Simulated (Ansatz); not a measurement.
**A faulty run on liquid propylene carbonate at 300 K (182 atoms)**

Program: Ansatz 0.2.0. The cell: 56 C, 42 O and 84 H.

input.yaml

```yaml
crystal:
  lattice:
    - [12.54886, 0.0, 0.0]
    - [0.0, 12.54886, 0.0]
    - [0.0, 0.0, 12.54886]
  atoms:
    - { symbol: C, position: [0.46356, 0.52624, 0.62885] }
    - { symbol: C, position: [0.54246, 0.62449, 0.63121] }
    - { symbol: C, position: [0.48196, 0.71938, 0.65716] }
    - { symbol: O, position: [0.44224, 0.7551, 0.56037] }
    - { symbol: C, position: [0.509, 0.72237, 0.48339] }
    - { symbol: O, position: [0.5108, 0.75285, 0.39278] }
    - { symbol: O, position: [0.57626, 0.64874, 0.52929] }
    - { symbol: H, position: [0.49466, 0.46147, 0.57904] }
    - { symbol: H, position: [0.45408, 0.49663, 0.7097] }
    - { symbol: H, position: [0.38427, 0.55715, 0.594] }
    - { symbol: H, position: [0.60761, 0.61272, 0.68771] }
    - { symbol: H, position: [0.41262, 0.70815, 0.71376] }
    - { symbol: H, position: [0.53038, 0.78224, 0.68175] }
    - { symbol: C, position: [0.73216, 0.19028, 0.8314] }
    - { symbol: C, position: [0.64604, 0.15646, 0.90909] }
    - { symbol: C, position: [0.57945, 0.24692, 0.95469] }
    - { symbol: O, position: [0.64341, 0.27744, 0.0414] }
    - { symbol: C, position: [0.71236, 0.19242, 0.06915] }
    [... 158 atom lines left out ...]
    - { symbol: H, position: [0.9768, 0.25557, 0.1931] }
    - { symbol: H, position: [0.93705, 0.27368, 0.32122] }
    - { symbol: H, position: [0.06554, 0.28454, 0.29654] }
    - { symbol: H, position: [0.08339, 0.09246, 0.25096] }
    - { symbol: H, position: [0.84454, 0.08796, 0.28529] }
    - { symbol: H, position: [0.90482, 0.04214, 0.16639] }
kpoints:
  mp_grid: { grid: [1, 1, 1] }
hamiltonian:
  xc: pbe
  dispersion: d4
scf:
  occupations: { method: gaussian, width: 0.05 }
  max_iter: 80
output:
  forces: true
accuracy: 2.5
```

Run with:

```sh
$ ansatz run input.yaml --threads 4 --pin off --max-ram 8192MiB --backend cpu --events-out ev --progress --plain --runs-dir out
```

What it wrote:

```text
Error: YAML parse error: error: line 199 column 1: unknown variant `2.5`, expected one of low, medium, high
   --> <input>:199:1
    |
197 | output:
198 |   forces: true
199 | accuracy: 2.5
    | ^ unknown variant `2.5`, expected one of low, medium, high
```

Elapsed: 0.02 s, on 4 threads of Intel Xeon Platinum 8488C (Sapphire Rapids), shared host; peak memory 0.028 GiB; 0.02 s of CPU time.

What is at fault here, and what would mend it?

A value that the key doesn't take: accuracy = 2.5.

The fix is to take out accuracy.

The program refused it before any cycle.

[Logs are printed without paths, hosts, clocks, repeated set-up lines and the standing remarks that a program may print on its own settings, such as how far it seeks lower states.]

[Hosts, paths, dates, database ids (printed as entryN), source tags and the programs' standing remarks are cut or masked in the printed files.]
